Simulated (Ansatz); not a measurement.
## Lattice dynamics of LiBe (Pm-3m)

Task: relax LiBe (Pm-3m), then find its harmonic phonons.

Method: DFT PBEsol, scalar-relativistic, plane waves, PAW, in Ansatz 0.2.0.

### 1. Starting point

It takes space group Pm-3m (No. 221, cubic). Conventional cell: a = 2.811 Å, b = 2.811 Å, c = 2.811 Å, α = 90.00°, β = 90.00°, γ = 90.00°. Nearest to Li lie 8 Be at 2.43 Å. Be has 8 Li at 2.43 Å nearest. Farther neighbours are not listed.

### 2. Bringing the structure to rest

The cell and atoms are relaxed, since residual forces and stress would shift the frequencies.

Input file input.yaml:

```yaml
crystal:
  lattice:
    - [2.811153, 0.0, 0.0]
    - [0.0, 2.811153, 0.0]
    - [0.0, 0.0, 2.811153]
  atoms:
    - { symbol: Li, position: [0.0, 0.0, 0.0] }
    - { symbol: Be, position: [0.5, 0.5, 0.5] }
kpoints:
  mp_grid: { grid: [14, 14, 14] }
hamiltonian:
  xc: pbesol
scf:
  occupations: { method: gaussian, width: 0.1 }
output:
  forces: true
  stress: true
  eigenvalues: true
  write_density: true
  write_potential: true
  elf: true
  volumetric_format: npy
relax:
  adjacent_minimum: "off"
  f_tol: 0.005
  max_steps: 80
  cell: { stress_tol: 0.05 }
```

On the command line:

```
$ ansatz run input.yaml --threads 4 --pin off --max-ram 7168MiB --backend cpu --events-out ev --progress --plain --runs-dir out
```

Numbers of over 12 decimals in the logs are rounded to 6 here.

What it wrote:

```text
Engine: ansatz 0.2.0, aarch64-unknown-linux-gnu
Pseudopotentials: kind: paw
Pseudopotential: Li, paw, valence charge 3, recommended cutoff 420 eV (normal), Li.paw.azcp
Pseudopotential: Be, paw, valence charge 2, recommended cutoff 420 eV (normal), Be.paw.azcp
Functional definition: PBEsol
  exchange = pbesol_x
  correlation = pbesol_c
Crystal: 2 atoms, lattice volume = 22.215 Å³
Basis set: ecut = 420 eV, 461 PW (Γ), exchange–correlation on 40×40×40 points (8 copies of the dense FFT grid, shifted against one another)
Bands: 7, of which v1, the nominal top of the filled ones, is band 3 counted from 1 (2 counted from 0)
Symmetry: 48 space group operations
Space group: Pm-3m (ITA 221), of the structure as read, at distance tolerance 2.8e-5 Å
k-points: 120 of 2744
Non-local potential: Li, projectors of the file, l = 0: 3, l = 1: 2, l = 2: 1
Non-local potential: Be, projectors of the file, l = 0: 2, l = 1: 2, l = 2: 1
PAW form: soft (Blöchl's): semilocal exchange-correlation on the pseudo side does not see the compensation charge
PAW frozen core: Be, regenerated for the run's functional, and the local potential with it (the file was generated under x = pbe(κ = 0.804, μ = 0.219515), c = pbe(β = 0.066725))
PAW one-centre angular grid: Li, 110 points (default); XC on 64 Gauss nodes
PAW one-centre angular grid: Be, 110 points (default); XC on 64 Gauss nodes
Initial density: superposition of atomic densities (neutral atoms: chi_scale 0, normalization atom), corrected by the library's trained network
Initial wavefunctions: pseudopotential atomic-orbital guess
Functional: x = pbesol(κ = 0.804, μ = 0.123457), c = pbesol(β = 0.046)
SCF iter   1: F=—  HF=-292.603647 eV  |F-HF|=—  |Δ(HF+E_count)|=         —  Δρ=1.82e-3  dr2=5.62e-4  ethr=1.77e-3  ⟨swp⟩=5.0  Hψ=6744  notcnv=0
preconditioner: auto → none  [metal: Δε(μ)=0.073 eV  Ē_g=10.456 eV  σ=0.100 eV  W_gap=0.37  n_scr=0 (ndim 8)  ℏωp=13.6 eV  f_vac=0.000  D(μ)=0.98/eV (n_scr^D=6)]
SCF iter   2: F=—  HF=-292.603053 eV  |F-HF|=—  |Δ(HF+E_count)|=   5.95e-4  Δρ=7.77e-4  dr2=1.01e-4  ethr=1.12e-5  ⟨swp⟩=2.0  Hψ=1922  notcnv=0
SCF iter   3: F=—  HF=-292.602944 eV  |F-HF|=—  |Δ(HF+E_count)|=   1.09e-4  Δρ=4.81e-5  dr2=3.28e-7  ethr=2.02e-6  ⟨swp⟩=2.4  Hψ=1074  notcnv=0  defer=2
SCF iter   4: F=—  HF=-292.602909 eV  |F-HF|=—  |Δ(HF+E_count)|=   3.51e-5  Δρ=4.23e-6  dr2=3.11e-9  ethr=6.56e-9  ⟨swp⟩=2.0  Hψ=978  notcnv=0  defer=2
iter 5 did not close the SCF: its close was put off for the readings that it lacked (scf_convergence_deferred on its scf_iter line)
SCF iter   5: F=-292.602909 eV  HF=-292.602909 eV  |F-HF|=8.53e-12  |Δ(HF+E_count)|=  3.69e-10  Δρ=4.44e-7  dr2=1.83e-11  ethr=6.22e-11  ⟨swp⟩=2.0  Hψ=1081  notcnv=0  defer=2
SCF iter   6: F=-292.602909 eV  HF=-292.602909 eV  |F-HF|=5.68e-14  |Δ(HF+E_count)|=  8.98e-12  Δρ=3.74e-8  dr2=2.58e-13  ethr=1.00e-12  ⟨swp⟩=3.8  Hψ=3052  notcnv=0
SCF 1 converged in 6 iterations: F = -292.602909 eV  dr2 = 2.58e-13
  greatest PAW one-centre occupation: 1.000 electrons in one spin orbital (limit 2), on the Li atom at site 0 (counted from 0), in its partial waves of l = 0
relax step   1: F+E_penalty+E_count = -292.60290882 eV  Δ(F+E_penalty+E_count) = +0.000e0 eV  max|allowed force component| = 1.212e-31 eV/Å  Δτ_max = 0.0000 Å  P = -0.357 GPa  Ω = 22.215 Å³  (6 SCF iters, accepted)
Crystal: 2 atoms, lattice volume = 22.101 Å³
Basis set: ecut = 420 eV, 437 PW (Γ), exchange–correlation on 40×40×40 points (8 copies of the dense FFT grid, shifted against one another)
Initial density: handed on by an earlier stage of this run
Initial wavefunctions: those handed on with the density
iter 1 solved again at ethr=6.05e-8 eV; its pass at ethr=3.10e-3 eV (dr2=3.02e-6 eV) is discarded
SCF iter   1: F=—  HF=-292.603122 eV  |F-HF|=—  |Δ(HF+E_count)|=         —  Δρ=9.47e-5  dr2=2.91e-6  ethr=6.05e-8  ⟨swp⟩=2.1  Hψ=7181  notcnv=0
preconditioner: auto → none  [metal: Δε(μ)=0.074 eV  Ē_g=10.489 eV  σ=0.100 eV  W_gap=0.37  n_scr=0 (ndim 8)  ℏωp=13.7 eV  f_vac=0.000  D(μ)=0.98/eV (n_scr^D=6)]
SCF iter   2: F=—  HF=-292.603083 eV  |F-HF|=—  |Δ(HF+E_count)|=   3.83e-5  Δρ=3.90e-5  dr2=4.41e-7  ethr=5.82e-8  ⟨swp⟩=1.6  Hψ=968  notcnv=0
SCF iter   3: F=-292.603083 eV  HF=-292.603083 eV  |F-HF|=9.94e-10  |Δ(HF+E_count)|=   1.93e-7  Δρ=3.13e-6  dr2=1.11e-9  ethr=4.00e-9  ⟨swp⟩=7.4  Hψ=4751  notcnv=0
SCF 2 converged in 3 iterations: F = -292.603083 eV  dr2 = 1.11e-9
relax step   2: F+E_penalty+E_count = -292.60308308 eV  Δ(F+E_penalty+E_count) = -1.743e-4 eV  max|allowed force component| = 1.479e-31 eV/Å  Δτ_max = 0.0000 Å  P = -0.105 GPa  Ω = 22.101 Å³  energy of the carried Pulay correction = +8.818e-6 eV  (3 SCF iters, dr2 threshold 2.00e-7 eV, accepted)
Crystal: 2 atoms, lattice volume = 22.053 Å³
iter 1 solved again at ethr=1.04e-8 eV; its pass at ethr=3.10e-3 eV (dr2=5.20e-7 eV) is discarded
SCF iter   1: F=—  HF=-292.603140 eV  |F-HF|=—  |Δ(HF+E_count)|=         —  Δρ=4.03e-5  dr2=5.02e-7  ethr=1.04e-8  ⟨swp⟩=2.1  Hψ=7181  notcnv=0
preconditioner: auto → none  [metal: Δε(μ)=0.074 eV  Ē_g=10.504 eV  σ=0.100 eV  W_gap=0.38  n_scr=0 (ndim 8)  ℏωp=13.7 eV  f_vac=0.000  D(μ)=0.97/eV (n_scr^D=6)]
SCF iter   2: F=—  HF=-292.603102 eV  |F-HF|=—  |Δ(HF+E_count)|=   3.81e-5  Δρ=1.72e-5  dr2=7.96e-8  ethr=1.00e-8  ⟨swp⟩=2.0  Hψ=1019  notcnv=0
SCF iter   3: F=-292.603102 eV  HF=-292.603102 eV  |F-HF|=2.06e-10  |Δ(HF+E_count)|=   2.95e-8  Δρ=1.38e-6  dr2=2.36e-10  ethr=5.49e-10  ⟨swp⟩=6.0  Hψ=2725  notcnv=0
SCF 3 converged in 3 iterations: F = -292.603102 eV  dr2 = 2.36e-10
relax step   3: F+E_penalty+E_count = -292.60310211 eV  Δ(F+E_penalty+E_count) = -1.903e-5 eV  max|allowed force component| = 3.369e-31 eV/Å  Δτ_max = 0.0000 Å  P = +0.001 GPa  Ω = 22.053 Å³  energy of the carried Pulay correction = +1.247e-5 eV  (3 SCF iters, dr2 threshold 2.74e-8 eV, accepted)
Initial wavefunctions: pseudopotential atomic-orbital guess (no wavefunctions were taken with the density)
iter 1 solved again at ethr=6.94e-10 eV; its pass at ethr=3.10e-3 eV (dr2=3.47e-8 eV) is discarded
SCF iter   1: F=—  HF=-292.603129 eV  |F-HF|=—  |Δ(HF+E_count)|=         —  Δρ=2.85e-6  dr2=5.81e-10  ethr=6.94e-10  ⟨swp⟩=3.1  Hψ=9224  notcnv=0
SCF iter   2: F=—  HF=-292.603092 eV  |F-HF|=—  |Δ(HF+E_count)|=   3.79e-5  Δρ=1.35e-6  dr2=9.23e-11  ethr=1.16e-11  ⟨swp⟩=2.0  Hψ=1140  notcnv=0
SCF iter   3: F=-292.603092 eV  HF=-292.603092 eV  |F-HF|=3.64e-12  |Δ(HF+E_count)|=  8.40e-11  Δρ=2.74e-7  dr2=4.12e-12  ethr=1.00e-12  ⟨swp⟩=4.3  Hψ=2266  notcnv=0
SCF 4 converged in 3 iterations: F = -292.603092 eV  dr2 = 4.12e-12
relax step   4: F+E_penalty+E_count = -292.60309152 eV  Δ(F+E_penalty+E_count) = +1.059e-5 eV  max|allowed force component| = 3.903e-31 eV/Å  Δτ_max = 0.0000 Å  P = +0.000 GPa  Ω = 22.053 Å³  stress off target by 1.40e-4 GPa  SCF on the basis re-selected at this cell (its energy is not comparable with the rows above)  (3 SCF iters)
basis re-selected at this cell: Δ(F+E_penalty+E_count) = +1.059e-5 eV, ΔP = -0.001 GPa vs the last step (what re-selecting the basis moved, of the pressure what is left beyond the Pulay correction that the steps carried, after the strain that the cell walked since its last selection, with what the two solves' SCF thresholds leave and, on support functions, any second-order correction that the steps lacked; it is no m [...]
SCF converged after 3 iterations
Free energy (F): -292.603092 eV
Harris-Foulkes:  -292.603092 eV  (|F-HF|=3.64e-12)
Internal energy: -292.598220 eV  (E = F + TS)
E sigma→0 (E₀):  -292.600656 eV
Entropy (-TS):   -0.004871 eV (-2.436 meV/atom)
Fermi energy:    3.610964 eV
--- Per-component energies (eV) ---
  E_band       = -77.262589
  E_kinetic    = 40.286931
  E_local      = -115.567600  (includes V_loc(G=0)·N_el)
  E_nonlocal   = -28.242207
  E_hartree    = 36.144634
  E_xc         = -29.024434
  E_vxc        = -33.054433  (∫ρ·V_xc dr)
  E_paw        = -76.799338  (= ΣΔE_a)
  E_vpaw       = -12.974555  (= ΣTr[D̂ρ^β])
  E_aug_tail   = -0.000002  (compensation charges beyond the density's cutoff)
  E_ewald      = -119.405736
  E_core_change = 0.009531  (= ΣΔE_core)
  E_smearing   = -0.004871  (= −TS)
  E_closure    = -0.000000  (closes the sum)
  Σ components = -292.603092   (vs F -292.603092, Δ=0.00e0)
--- Forces (eV/Å), atoms counted from 1 ---
  atom   1  Li    -0.00000000     0.00000000     0.00000000
  atom   2  Be     0.00000000     0.00000000     0.00000000
  max |Σ_I F_I| component: 7.97e-31 eV/Å
--- Stress (GPa, compression-positive) ---
        0.000140       0.000000      -0.000000
        0.000000       0.000140       0.000000
       -0.000000       0.000000       0.000140
  P = ⅓ Tr σ = 0.0001 GPa (0.001 kbar)
--- Band table (eV; the first three rows and the last of 120) ---
  k-point 0: bands = ["-40.3450", "-2.8213", "9.8918", "9.8918", "9.8918", "14.4288", "14.4288"]
  k-point 1: bands = ["-40.3439", "-2.7561", "9.0797", "9.9759", "9.9759", "14.5252", "15.3676"]
  k-point 2: bands = ["-40.3410", "-2.5605", "7.5341", "10.2260", "10.2260", "14.8141", "17.2248"]
  k-point 119: bands = ["-40.2854", "6.1073", "6.1073", "6.1073", "8.6639", "8.6639", "8.6639"]
--- Relaxed structure (3 steps of the walk, 3 accepted, 1 SCFs on fresh bases) ---
  F+E_penalty+E_count = -292.60309152 eV   max|allowed force component| = 3.903e-31 eV/Å   (the final SCF, on the basis selected at the relaxed cell)
  cell:  # Å, volume = 22.0534 Å³
    - [2.804305, 0, 0]
    - [0, 2.804305, 0]
    - [0, 0, 2.804305]
  atoms:
    - { symbol: Li, position: [0, 0, 0] }
    - { symbol: Be, position: [0.500000, 0.500000, 0.500000] }
```

The job ended after 1.5 s (4 threads of Arm Neoverse V2, shared host; peak memory 0.3 GiB).

Relaxation path:

```
step  energy less that of the first step (eV)  largest force component (eV/Å)  pressure (GPa)  volume (Å³)
   1                                   0.0000                          0.0000           -0.36        22.22
   2                                  -0.0002                          0.0000           -0.10        22.10
   3                                  -0.0002                          0.0000            0.00        22.05
  4*                                  -0.0002                          0.0000            0.00        22.05
```

Relaxation steps marked * repeat the geometry before them on a plane-wave basis chosen anew for their cell, so energy and pressure can jump there.

Forces are held to the 48 operations that the run works with; a distortion that breaks them can't arise in this run.

```
conventional cell, symmetrised  before  after  change
                         a (Å)   2.811  2.804  -0.2 %
                         b (Å)   2.811  2.804  -0.2 %
                         c (Å)   2.811  2.804  -0.2 %
              volume (Å³/atom)   11.11  11.03  -0.7 %
```

Final coordinates:

```
Li Be
1.0
     2.80430    0.00000    0.00000
     0.00000    2.80430    0.00000
     0.00000    0.00000    2.80430
Li Be
1 1
Direct
  0.00000 0.00000 0.00000
  0.50000 0.50000 0.50000
```

Numbers from this step:

```
pressure          : 1.40e-4 GPa
volume per atom   : 11.03 Å³
gap on the k-mesh : 0 eV
```

Valence density in the ac plane at fractional y = 0.000, with atoms of Li within 0.2 Å of it. It is the smooth field of the valence electrons, not physical close to the nuclei.

Ten steps, logarithmic in the rise over the least value, from '_' (0.1 e/Å³) to '@' (9.5 e/Å³):
```
@@%%**--________________--**%%
##**==..________________..==**
----..____________________..--
______________________________
______________________________
______________....____________
____________........__________
____________........__________
______________....____________
______________________________
______________________________
----..____________________..--
##**==..________________..==**
@@%%**--________________--**%%
@@@@##--________________--##@@
```
Columns run along a (2.8 Å), rows up along c (2.8 Å). Atoms in or near the plane, at fractional coordinates: Li at (0.00, 0.00).

Electrostatic potential energy in the ac plane at fractional y = 0.000, with atoms of Li within 0.2 Å of it. With pseudopotentials it is smooth inside the atoms' cores, unlike the true potential.

Ten even steps from '0' (-29 eV) to '9' (6 eV):
```
002589999998520
124689999998642
456899999999865
788999999999988
999999999999999
999999999999999
999999999999999
999999999999999
999999999999999
999999999999999
788999999999988
456899999999865
124689999998642
002589999998520
001479999997410
```
Columns run along a (2.8 Å; values clipped at the 3rd and 97th percentile), rows up along c (2.8 Å). Atoms in or near the plane, at fractional coordinates: Li at (0.00, 0.00).

ELF in the ac plane at fractional y = 0.000, with atoms of Li within 0.2 Å of it. It is the smooth field of the valence electrons, not physical close to the nuclei.

Ten even steps from '0' (0.02) to '9' (1.00):
```
996100244200169
862001344310026
110003455430001
000024566542000
001346666664310
223456777765432
344566777766544
344566777766544
223456777765432
001346666664310
000024566542000
110003455430001
862001344310026
996100244200169
998100233200189
```
Columns run along a (2.8 Å), rows up along c (2.8 Å). Atoms in or near the plane, at fractional coordinates: Li at (0.00, 0.00).

In this step the volume went from 11.11 to 11.03 Å³/atom.

### 3. Tight relaxation

Phonons need a cell at rest on their own settings, so the relaxation is repeated with tight tolerances on forces and stress on the k mesh and occupations of the first response run.

input.yaml, the sections that differ from step 2:

```yaml
crystal:
  lattice:
    - [2.8043047149, 0.0, 0.0]
    - [0.0, 2.8043047149, 0.0]
    - [0.0, 0.0, 2.8043047149]
  atoms:
    - { symbol: Li, position: [0.0, 0.0, 0.0] }
    - { symbol: Be, position: [0.5, 0.5, 0.5] }
kpoints:
  mp_grid: { grid: [16, 16, 16] }
scf:
  occupations: { method: methfessel_paxton, width: 0.15 }
relax:
  adjacent_minimum: "off"
  f_tol: 0.001
  max_steps: 60
  cell: { stress_tol: 0.01 }
# hamiltonian, output: as in step 2
```

What it wrote:

```text
[...]
Crystal: 2 atoms, lattice volume = 22.053 Å³
Basis set: ecut = 420 eV, 437 PW (Γ), exchange–correlation on 40×40×40 points (8 copies of the dense FFT grid, shifted against one another)
Bands: 7, of which v1, the nominal top of the filled ones, is band 3 counted from 1 (2 counted from 0)
Symmetry: 48 space group operations
[...]
k-points: 165 of 4096
[...]
0.000000      -0.000000      -0.000173
  P = ⅓ Tr σ = -0.0002 GPa (-0.002 kbar)
--- Band table (eV; the first three rows and the last of 165) ---
[...]
--- Relaxed structure (3 steps of the walk, 3 accepted, 1 SCFs on fresh bases) ---
[...]
cell:  # Å, volume = 22.0012 Å³
    - [2.802092, 0, 0]
    - [0, 2.802092, 0.0]
    - [0, 0.0, 2.802092]
  atoms:
    - { symbol: Li, position: [0, 0, 0] }
    - { symbol: Be, position: [0.5, 0.5, 0.5] }
[key lines of the parts left out:]
SCF converged after 4 iterations
Free energy (F): -292.611367 eV
Fermi energy:    3.709849 eV
```

Elapsed: 1.9 s, on 4 threads; peak memory 0.32 GiB; 6.4 s of CPU time.

Little changed from the start: no atom moved by 0.005 Å and no cell edge by 0.1 %.

Numbers from this step:

```yaml
pressure: -1.73e-4 GPa
volume_per_atom: 11.00 Å³
```

ELF in the ac plane at fractional y = 0.000, with atoms of Li within 0.2 Å of it. It is the smooth field of the valence electrons, not physical close to the nuclei.

Values, 15 rows by 15 columns:
```
0.95 0.99 0.69 0.13 0.03 0.11 0.31 0.43 0.43 0.31 0.11 0.03 0.13 0.69 0.99
0.82 0.69 0.27 0.04 0.05 0.18 0.39 0.49 0.49 0.39 0.18 0.05 0.04 0.27 0.69
0.21 0.13 0.04 0.04 0.11 0.32 0.50 0.56 0.56 0.50 0.32 0.11 0.04 0.04 0.13
0.02 0.03 0.05 0.11 0.29 0.49 0.60 0.64 0.64 0.60 0.49 0.29 0.11 0.05 0.03
0.10 0.11 0.18 0.32 0.49 0.61 0.67 0.70 0.70 0.67 0.61 0.49 0.32 0.18 0.11
0.28 0.31 0.39 0.50 0.60 0.67 0.72 0.74 0.74 0.72 0.67 0.60 0.50 0.39 0.31
0.40 0.43 0.49 0.56 0.64 0.70 0.74 0.76 0.76 0.74 0.70 0.64 0.56 0.49 0.43
0.40 0.43 0.49 0.56 0.64 0.70 0.74 0.76 0.76 0.74 0.70 0.64 0.56 0.49 0.43
0.28 0.31 0.39 0.50 0.60 0.67 0.72 0.74 0.74 0.72 0.67 0.60 0.50 0.39 0.31
0.10 0.11 0.18 0.32 0.49 0.61 0.67 0.70 0.70 0.67 0.61 0.49 0.32 0.18 0.11
0.02 0.03 0.05 0.11 0.29 0.49 0.60 0.64 0.64 0.60 0.49 0.29 0.11 0.05 0.03
0.21 0.13 0.04 0.04 0.11 0.32 0.50 0.56 0.56 0.50 0.32 0.11 0.04 0.04 0.13
0.82 0.69 0.27 0.04 0.05 0.18 0.39 0.49 0.49 0.39 0.18 0.05 0.04 0.27 0.69
0.95 0.99 0.69 0.13 0.03 0.11 0.31 0.43 0.43 0.31 0.11 0.03 0.13 0.69 0.99
1.00 0.95 0.82 0.21 0.02 0.10 0.28 0.40 0.40 0.28 0.10 0.02 0.21 0.82 0.95
```
Columns run along a (2.8 Å), rows up along c (2.8 Å). Atoms in or near the plane, at fractional coordinates: Li at (0.00, 0.00).

Electrostatic potential energy in the ac plane at fractional y = 0.000, with atoms of Li within 0.2 Å of it. With pseudopotentials it is smooth inside the atoms' cores, unlike the true potential.

Ten even steps from '_' (-29 eV) to '@' (6 eV):
```
____::++%%@@@@@@@@@@@@%%++::__
..::--**%%@@@@@@@@@@@@%%**--::
==++**%%@@@@@@@@@@@@@@@@%%**++
##%%%%@@@@@@@@@@@@@@@@@@@@%%%%
@@@@@@@@@@@@@@@@@@@@@@@@@@@@@@
@@@@@@@@@@@@@@@@@@@@@@@@@@@@@@
@@@@@@@@@@@@@@@@@@@@@@@@@@@@@@
@@@@@@@@@@@@@@@@@@@@@@@@@@@@@@
@@@@@@@@@@@@@@@@@@@@@@@@@@@@@@
@@@@@@@@@@@@@@@@@@@@@@@@@@@@@@
##%%%%@@@@@@@@@@@@@@@@@@@@%%%%
==++**%%@@@@@@@@@@@@@@@@%%**++
..::--**%%@@@@@@@@@@@@%%**--::
____::++%%@@@@@@@@@@@@%%++::__
____..==##@@@@@@@@@@@@##==..__
```
Columns run along a (2.8 Å; values clipped at the 3rd and 97th percentile), rows up along c (2.8 Å). Atoms in or near the plane, at fractional coordinates: Li at (0.00, 0.00).

Valence density in the ac plane at fractional y = 0.000, with atoms of Li within 0.2 Å of it. It is the smooth field of the valence electrons, not physical close to the nuclei.

Values in e/Å³, 15 rows by 15 columns:
```
7.2 5.4 2.2 0.4 0.1 0.1 0.1 0.1 0.1 0.1 0.1 0.1 0.4 2.2 5.4
3.0 2.2 0.8 0.2 0.1 0.1 0.1 0.1 0.1 0.1 0.1 0.1 0.2 0.8 2.2
0.6 0.4 0.2 0.1 0.1 0.1 0.1 0.1 0.1 0.1 0.1 0.1 0.1 0.2 0.4
0.1 0.1 0.1 0.1 0.1 0.1 0.1 0.1 0.1 0.1 0.1 0.1 0.1 0.1 0.1
0.1 0.1 0.1 0.1 0.1 0.1 0.1 0.2 0.2 0.1 0.1 0.1 0.1 0.1 0.1
0.1 0.1 0.1 0.1 0.1 0.1 0.2 0.2 0.2 0.2 0.1 0.1 0.1 0.1 0.1
0.1 0.1 0.1 0.1 0.1 0.2 0.2 0.2 0.2 0.2 0.2 0.1 0.1 0.1 0.1
0.1 0.1 0.1 0.1 0.1 0.2 0.2 0.2 0.2 0.2 0.2 0.1 0.1 0.1 0.1
0.1 0.1 0.1 0.1 0.1 0.1 0.2 0.2 0.2 0.2 0.1 0.1 0.1 0.1 0.1
0.1 0.1 0.1 0.1 0.1 0.1 0.1 0.2 0.2 0.1 0.1 0.1 0.1 0.1 0.1
0.1 0.1 0.1 0.1 0.1 0.1 0.1 0.1 0.1 0.1 0.1 0.1 0.1 0.1 0.1
0.6 0.4 0.2 0.1 0.1 0.1 0.1 0.1 0.1 0.1 0.1 0.1 0.1 0.2 0.4
3.0 2.2 0.8 0.2 0.1 0.1 0.1 0.1 0.1 0.1 0.1 0.1 0.2 0.8 2.2
7.2 5.4 2.2 0.4 0.1 0.1 0.1 0.1 0.1 0.1 0.1 0.1 0.4 2.2 5.4
9.5 7.2 3.0 0.6 0.1 0.1 0.1 0.1 0.1 0.1 0.1 0.1 0.6 3.0 7.2
```
Columns run along a (2.8 Å), rows up along c (2.8 Å). Atoms in or near the plane, at fractional coordinates: Li at (0.00, 0.00).

The forces vanish by symmetry and the pressure is 0.000 GPa, within the tolerances set. The cell now holds 11.00 Å³/atom.

(Continued in part 2 of 3.)

[Logs are printed without paths, hosts, clocks, repeated set-up lines and the standing remarks that a program may print on its own settings, such as how far it seeks lower states.]

[Hosts, paths, dates, database ids (printed as entryN), source tags and the programs' standing remarks are cut or masked in the printed files.]
